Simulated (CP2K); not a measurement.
Two runs for the Si L₂,₃ edge of silylacetonitrile. Run A: CP2K XAS_TDP, all-electron GAPW, PBEh(45%), aug-pc-1, TDA, ZORA, spin–orbit coupling. Run B differs in one setting.

First lines with a strength over 0.0003. A:

```csv
atom,energy (eV),states,"strength, one atom"
Si4 (bonded to C and 3 H),101.12,2,0.0016
,101.22,1,0.0041
,101.58,2,0.0007
,101.65,2,0.0005
,101.67,1,0.0008
```

B:

```csv
atom,energy (eV),states,"strength, one atom"
Si4 (bonded to C and 3 H),104.84,2,0.0015
,104.94,1,0.0040
,105.29,2,0.0007
,105.37,2,0.0004
,105.39,1,0.0008
```

**Question.** Which was it: the basis, GW2X switched on, the functional?

GW2X switched on. GW2X shifts the lines nearly together; each 2p level gets its own shift. The lowest line over the strength cut lies at 104.84 eV, against 101.12 eV (PBEh(45%), aug-pc-1).

[Banner, clock and machine lines of the logs are left out without a mark of their own.]

[Logs are printed without paths, hosts, clocks, repeated set-up lines and the standing remarks that a program may print on its own settings, such as how far it seeks lower states.]

[Hosts, paths, dates, database ids (printed as entryN), source tags and the programs' standing remarks are cut or masked in the printed files.]
